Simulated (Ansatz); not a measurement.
Records of electronic-structure calculations.

### LiCl (Fm-3m): band gap by G0W0 on PBE

The structure is cubic, space group Fm-3m (No. 225). Conventional cell: a = 5.143 Å, b = 5.143 Å, c = 5.143 Å, α = 90.00°, β = 90.00°, γ = 90.00°. Li has 6 Cl at 2.57 Å nearest. Nearest to Cl lie 6 Li at 2.57 Å. Farther neighbours and most contacts between anions are not listed.

```yaml
method: DFT, PBE, plane waves, PAW; PAW set soft_1 (and 1 further level or step)
program: Ansatz 0.2.0
settings_of_one_run: cutoff 420 eV, 8×8×8 k-mesh, smearing width 0.02 eV, PAW set soft 1
cost: 2 runs, 3.8 s in all on 1 × NVIDIA GB200 (shared by 2 runs) with 24 threads of Arm Neoverse V2, shared host (the runs of this entry)
notes: The cell and positions come from the Crystallography Open Database and are kept as given unless a step says otherwise. From 40 bands and 60 eV to 223 bands and 200 eV the gap moves by 8.836 − 8.493 = +0.343 eV (rung by rung 8.493, 8.712, 8.836 eV); bands and screening cutoff rise together, so their parts are not told apart. A line in one over the bands through the two highest rungs gives 8.836 + (8.836 − 8.712) × 106 / (223 − 106) = 8.948 eV, and through the pair below 8.712 + (8.712 − 8.493) × 40 / (106 − 40) = 8.845 eV. The two differ by 0.103 eV, not under the 0.030 eV asked, so the law does not hold well over these rungs and the limit is not known.
pbe_gap_over_mesh_and_path: 6.284 eV, from k = (0.075, 0.075, 0.150) to k = Γ
g0w0_pbe_gap_over_12_of_16_irreducible_mesh_points: 8.836 eV, direct, at k = Γ
gw_settings: 6×6×6 mesh, 218 empty bands, screening to 200 eV, PAW set soft_1 files
known_limits: finite bands, screening cutoff and k mesh; no spin-orbit coupling in G0W0
```

Over 12 of 16 irreducible mesh points the G0W0 gap is 8.836 eV, direct, at k = Γ. The PBE gap of this run on the mesh is 6.287 eV. The two states that bound the G0W0 gap lie that far apart at the start, so the correction of the gap is 8.836 − 6.287 = +2.549 eV. The valence state moves by −0.260 − 1.618 = −1.878 eV and the conduction state by 8.576 − 7.905 = +0.671 eV, on the run's own scale; with 40 bands the edge states move by −1.315 and +0.891 eV, so the split between the edges depends on the bands and cutoff.

## From PBE to G0W0: NaF (Villiaumite)

Symmetry: Fm-3m, No. 225, cubic system. The conventional cell has a = 4.620 Å, b = 4.620 Å, c = 4.620 Å, α = 90.00°, β = 90.00°, γ = 90.00°. Nearest to Na lie 6 F at 2.31 Å. Nearest to F lie 6 Na at 2.31 Å. Farther neighbours and most contacts between anions are not listed.

```xyz
2
Lattice="0.0000 2.3100 2.3100 2.3100 0.0000 2.3100 2.3100 2.3100 0.0000" Properties=species:S:1:pos:R:3 pbc="T T T"
Na    0.0000    0.0000    0.0000
F     2.3100    2.3100    2.3100
```

```yaml
method: DFT, PBE, plane waves, PAW; PAW set soft_1 (and 1 further level or step)
program: Ansatz 0.2.0
settings_of_one_run: cutoff 420 eV, 8×8×8 k-mesh, smearing width 0.02 eV, PAW set soft 1
cost: 2 runs, 4.6 s in all on 1 × NVIDIA GB200 (shared by 2 runs) with 24 threads of Arm Neoverse V2, shared host (the runs of this entry)
notes: The database entry behind the starting cell differs from later determinations by our own check (0.1 to 0.3 % short, probably kX units). The cell and positions come from the Crystallography Open Database and are kept as given unless a step says otherwise. For the G0W0 step: the program marks 9 of the 60 corrected levels as in doubt (energies apart), neither edge state among them.
pbe_gap_over_mesh_and_path: 6.365 eV, direct, at k = Γ
g0w0_pbe_gap_over_15_of_16_irreducible_mesh_points: 10.602 eV, direct, at k = Γ
gw_settings: 6×6×6 mesh, 158 empty bands, screening to 200 eV, PAW set soft_1 files
known_limits: finite bands, screening cutoff and k mesh; no spin-orbit coupling in G0W0
```

Over 15 of 16 irreducible mesh points the G0W0 gap is 10.602 eV, direct, at k = Γ. The PBE gap of this run on the mesh is 6.365 eV. The two states that bound the G0W0 gap lie that far apart at the start, so the correction of the gap is 10.602 − 6.365 = +4.237 eV. The valence state moves by −1.790 − 0.984 = −2.774 eV and the conduction state by 8.811 − 7.349 = +1.462 eV, on the run's own scale; with 34 bands the edge states move by −2.665 and +1.497 eV, so the split between the edges depends on the bands and cutoff.

[Paths, hosts, dates, memory and timing lines, banners, echoed tables and standing remarks are left out of the program output.]

[Logs are printed without paths, hosts, clocks, repeated set-up lines and the standing remarks that a program may print on its own settings, such as how far it seeks lower states.]

[Runs of the session that timed out or met a known fault of the program may be left out.]

[Cells called generated may have been cut or substituted from an entry of the Crystallography Open Database or the Materials Project.]

[Hosts, paths, dates, database ids (printed as entryN), source tags and the programs' standing remarks are cut or masked in the printed files.]
